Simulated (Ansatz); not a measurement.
**Equation of state of fcc Cu**

How stiff is fcc Cu under hydrostatic load? Each row scales the relaxed cell evenly and relaxes the atoms. The phase is followed to these pressures whether or not it stays the stable one.

Calculated with Ansatz 0.2.0, PBEsol, PAW files of the set soft_1, cutoff 600 eV, Fermi–Dirac smearing 0.05 eV, k-mesh 21×21×21, no spin polarisation, no spin-orbit coupling.

Reference cell, relaxed at zero pressure with PBEsol (Fm-3m): a = 2.5192 Å, b = 2.5192 Å, c = 2.5192 Å, α = 60.00°, β = 60.00°, γ = 60.00°.

```
atom       x       y       z
  Cu  0.0000  0.0000  0.0000
```

| V (Å³/atom) | V/V0 | P (GPa) | E − E0 (meV/atom) |
| --- | --- | --- | --- |
| 10.6263 | 0.9400 | 12.165 | 24.2 |
| 10.8524 | 0.9600 | 7.617 | 10.3 |
| 11.5306 | 1.0200 | −3.167 | 2.3 |
| 11.7567 | 1.0400 | −5.978 | 8.8 |
| 11.9828 | 1.0600 | −8.467 | 19.0 |

V0 = 11.3046 Å³ an atom, where the residual pressure P0 is +0.006 GPa. **Question.** Fit the Birch–Murnaghan law and give the pressure and the energy at V = 11.0785 Å³ an atom, a row left out above.

With the Eulerian strain f = ½[(V0/V)^(2/3) − 1] and F = (P − P0)/[3f(1 + 2f)^(5/2)], the third-order law is the line F = B0 + (3/2) B0 (B′ − 4) f.

| f | F (GPa) |
| --- | --- |
| 0.02106 | 173.61 |
| 0.01379 | 171.81 |
| −0.00655 | 166.77 |
| −0.01290 | 165.05 |
| −0.01905 | 163.39 |

A straight line through the 5 rows: the means are −0.00073 for f and 168.13 for F, Σ(Δx)² = 0.001203 and ΣΔxΔy = 0.3051, so the slope is 0.3051/0.001203 = 253.55 and the intercept 168.13 − (253.55)(−0.00073) = 168.31.

Hence B0 = 168.3 GPa and B′ = 4 + (253.5)/(1.5 × 168.3) = 5.00. For the withheld volume f = 0.00678, F = 170.03 GPa and P = 3.58 GPa. The run itself gives 3.58 GPa, so the estimate misses by 0.00 GPa, a rounding's worth.

Integrating the same law gives E − E0 = (9/2) B0 V0 f²[1 + (B′ − 4) f] + P0(V0 − V), with 1 GPa Å³ = 6.2415 meV: 2.5 meV an atom. The run itself gives 2.5 meV, so the estimate misses by 0.0 meV, a rounding's worth.

The same fit over all rows at other levels or in other programs gives B0 = 163 GPa with r2SCAN (Ansatz).

Measured volume: 11.791 Å³ an atom (doi:10.1007/BF01174717, 293 K), so V0 is −4.1 % off. A stiffness follows the volume as d ln B/d ln V = −B′, which moves B0 by about −19 % when it is taken at the measured volume.

Measured bulk modulus: 142 GPa (arxiv:2302.10659), against 168 GPa here (+19 %).

The calculation is for a static lattice, while measurements hold thermal and zero-point motion.

[Logs are printed without paths, hosts, clocks, repeated set-up lines and the standing remarks that a program may print on its own settings, such as how far it seeks lower states.]
